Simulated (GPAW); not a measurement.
# NiO2 (P-3m1): energy against volume by EXX+RPA, part 2 of 2

Where does RPA put the minimum of NiO2 (P-3m1), against the functional it starts from?

GPAW 26.7.0; LDA and many-body steps on it, plane waves.

So far. Step 2 (Ground state): The gap is indirect, with the least direct gap 0.16 eV higher. Step 3 (Empty states on the mesh): On this mesh the gap is 1.228 eV. The earlier step found 0.956 eV, so this mesh misses an edge.

**6. EXX and RPA energies, volume +5%**

Level of this step: EXX+RPA on LDA, plane waves, PAW (GPAW).

The cell differs from the one that the last finished run ended in (a 2.751 → 2.845 Å, b 2.751 → 2.845 Å, c 4.540 → 4.694 Å).

The input, run.py:

```python
import json
import numpy as np
from gpaw.mpi import world
from gpaw.hybrids.energy import non_self_consistent_energy
from gpaw.xc.rpa import RPACorrelation

exx = non_self_consistent_energy('full.gpw', 'EXX')
ecut = [111.513, 130.099, 148.684, 167.27, 185.855]
rpa = RPACorrelation('full.gpw', ecut=ecut, nfrequencies=10, skip_gamma=False, txt='rpa.txt')
res = {'exx_terms': exx, 'ec': rpa.calculate()}

if world.rank == 0:
    with open('result.json', 'w') as f:
        json.dump(res, f, default=lambda x: x.tolist())
```

Command:

```console
> mpirun -n 4 gpaw python run.py
```

Log:

```text
----------------------------------------------------------
Non-self-consistent RPA correlation energy
----------------------------------------------------------

Atoms                          : NiO2
Ground state XC functional     : LDA
Valence electrons              : 28
Number of bands                : 227
Number of spins                : 1
Number of k-points             : 18
Number of irreducible k-points : 6
Number of irreducible q-points : 6

    q: [0.0000 0.0000 0.0000] - weight: 0.056
    q: [0.0000 0.0000 0.5000] - weight: 0.056
[...]
# 1
q = [0.000 0.000 0.500]
[...]
# 2
q = [0.333 0.000 0.000]
[...]
# 3
q = [0.333 0.000 0.500]
[...]
# 4
q = [0.333 0.333 0.000]
[...]
# 5
q = [0.333 0.333 0.500]
[...]
E_cut = 167 eV / Bands = 162:
E_c(q) = -33.746 eV
E_cut = 185 eV / Bands = 186:
E_c(q) = -34.871 eV

==========================================================

Total correlation energy:
   112:   -28.5667 eV
   130:   -30.9647 eV
   149:   -32.9329 eV
   167:   -34.2783 eV
   186:   -35.5431 eV

Extrapolated energies:
   112 - 130:  -40.183 eV
   130 - 149:  -41.808 eV
   149 - 167:  -41.240 eV
   167 - 186:  -42.931 eV
```

Run time: 54 s. Hardware: 4 MPI ranks of Arm Neoverse V1, shared host; peak memory 1.1 GiB; 3.6 min of CPU time.

Read from the output:

```
EXX total energy              : -48.65 eV
DFT energy on this mesh       : -22.15 eV
RPA correlation, extrapolated : -41.87 eV
EXX+RPA energy                : -90.5180 eV
```

**7. EXX and RPA energies, volume -10%**

The cell differs from the one that the last finished run ended in (a 2.845 → 2.702 Å, b 2.845 → 2.702 Å, c 4.694 → 4.459 Å).

run.py, as its differences from that of step 6:

```diff
@@ -7,3 +7,3 @@
 exx = non_self_consistent_energy('full.gpw', 'EXX')
-ecut = [111.513, 130.099, 148.684, 167.27, 185.855]
+ecut = [123.583, 144.18, 164.777, 185.374, 205.971]
 rpa = RPACorrelation('full.gpw', ecut=ecut, nfrequencies=10, skip_gamma=False, txt='rpa.txt')
```

Command:

```console
> mpirun -n 4 gpaw python run.py
```

Log:

```text
----------------------------------------------------------
Non-self-consistent RPA correlation energy
----------------------------------------------------------

Atoms                          : NiO2
Ground state XC functional     : LDA
Valence electrons              : 28
Number of bands                : 227
Number of spins                : 1
Number of k-points             : 18
Number of irreducible k-points : 6
Number of irreducible q-points : 6

    q: [0.0000 0.0000 0.0000] - weight: 0.056
    q: [0.0000 0.0000 0.5000] - weight: 0.056
[...]
# 1
q = [0.000 0.000 0.500]
[...]
# 2
q = [0.333 0.000 0.000]
[...]
# 3
q = [0.333 0.000 0.500]
[...]
# 4
q = [0.333 0.333 0.000]
[...]
# 5
q = [0.333 0.333 0.500]
[...]
E_cut = 185 eV / Bands = 162:
E_c(q) = -33.707 eV
E_cut = 205 eV / Bands = 186:
E_c(q) = -34.753 eV

==========================================================

Total correlation energy:
   124:   -28.7677 eV
   144:   -31.0895 eV
   165:   -32.9645 eV
   185:   -34.2356 eV
   206:   -35.4129 eV

Extrapolated energies:
   124 - 144:  -40.015 eV
   144 - 165:  -41.419 eV
   165 - 185:  -40.813 eV
   185 - 206:  -42.289 eV
```

Elapsed: 33 s, on 4 MPI ranks; peak memory 1.1 GiB.

Read from the output:

```
EXX total energy              : -49.29 eV
DFT energy on this mesh       : -22.25 eV
RPA correlation, extrapolated : -41.40 eV
EXX+RPA energy                : -90.6951 eV
```

**8. EXX and RPA energies, volume +10%**

The cell differs from the one that the last finished run ended in (a 2.702 → 2.889 Å, b 2.702 → 2.889 Å, c 4.459 → 4.767 Å).

run.py, as its differences from that of step 7:

```diff
@@ -7,3 +7,3 @@
 exx = non_self_consistent_energy('full.gpw', 'EXX')
-ecut = [123.583, 144.18, 164.777, 185.374, 205.971]
+ecut = [108.108, 126.126, 144.144, 162.162, 180.18]
 rpa = RPACorrelation('full.gpw', ecut=ecut, nfrequencies=10, skip_gamma=False, txt='rpa.txt')
```

Command:

```console
> mpirun -n 4 gpaw python run.py
```

Log:

```text
----------------------------------------------------------
Non-self-consistent RPA correlation energy
----------------------------------------------------------

Atoms                          : NiO2
Ground state XC functional     : LDA
Valence electrons              : 28
Number of bands                : 227
Number of spins                : 1
Number of k-points             : 18
Number of irreducible k-points : 6
Number of irreducible q-points : 6

    q: [0.0000 0.0000 0.0000] - weight: 0.056
    q: [0.0000 0.0000 0.5000] - weight: 0.056
[...]
# 1
q = [0.000 0.000 0.500]
[...]
# 2
q = [0.333 0.000 0.000]
[...]
# 3
q = [0.333 0.000 0.500]
[...]
# 4
q = [0.333 0.333 0.000]
[...]
# 5
q = [0.333 0.333 0.500]
[...]
E_cut = 162 eV / Bands = 162:
E_c(q) = -33.738 eV
E_cut = 180 eV / Bands = 186:
E_c(q) = -34.888 eV

==========================================================

Total correlation energy:
   108:   -28.4966 eV
   126:   -30.9131 eV
   144:   -32.9062 eV
   162:   -34.2727 eV
   180:   -35.5651 eV

Extrapolated energies:
   108 - 126:  -40.202 eV
   126 - 144:  -41.894 eV
   144 - 162:  -41.344 eV
   162 - 180:  -43.113 eV
```

Run time: 53 s. Hardware: 4 MPI ranks; peak memory 1.1 GiB; 3.5 min of CPU time.

Numbers from this step:

- EXX total energy: -48.28 eV
- DFT energy on this mesh: -21.96 eV
- RPA correlation, extrapolated: -41.99 eV
- EXX+RPA energy: -90.2699 eV

**9. The curve**

Energies in meV per atom from the starting cell, scaled with fractional positions kept. Times are wall times on 4 MPI ranks of Arm Neoverse V1, shared host, good to a factor of about two.

| volume (Å³/atom) | LDA | EXX | EXX+RPA | time |
| --- | --- | --- | --- | --- |
| 9.40 | 13 | -110 | 2 | 33 s |
| 9.92 | -15 | -77 | -25 | 33 s |
| 10.44 | 0 | 0 | 0 | 33 s |
| 10.97 | 45 | 105 | 61 | 54 s |
| 11.49 | 108 | 227 | 143 | 53 s |

**10. Outcome**

| Item | Value |
| --- | --- |
| LDA | minimum near 10.0 Å³/atom |
| EXX | no minimum within the scan |
| EXX+RPA | minimum near 9.9 Å³/atom |

What this shows: A parabola through the points gives: LDA, minimum near 10.0 Å³/atom; EXX, no minimum within the scan; EXX+RPA, minimum near 9.9 Å³/atom. The extrapolated correlation energy is far from exact, and only its change with volume is used, so the RPA minimum is rough. Orbitals are those of the functional, the mesh is coarse and the lattice static.

[Long decimals in the printed logs are rounded to 6 places.]

[Logs are printed without paths, hosts, clocks, repeated set-up lines and the standing remarks that a program may print on its own settings, such as how far it seeks lower states.]

[Paths, hosts, dates, memory and timing lines, banners, echoed tables and standing remarks are left out of the program output; an Ansatz launch command may be rebuilt from the run's recorded settings. Measured values are a selection of at most five: reports struck by readers or far from the other reports are left out. None is set beside runs whose start may be inverted or whose files or cutoffs have a known fault.]

[Runs of the session that timed out or met a known fault of the program may be left out.]

[Hosts, paths, dates, database ids (printed as entryN), source tags and the programs' standing remarks are cut or masked in the printed files.]

[Where the starting crystal was built by hand or by swapping elements, it need not be the compound's stable phase.]
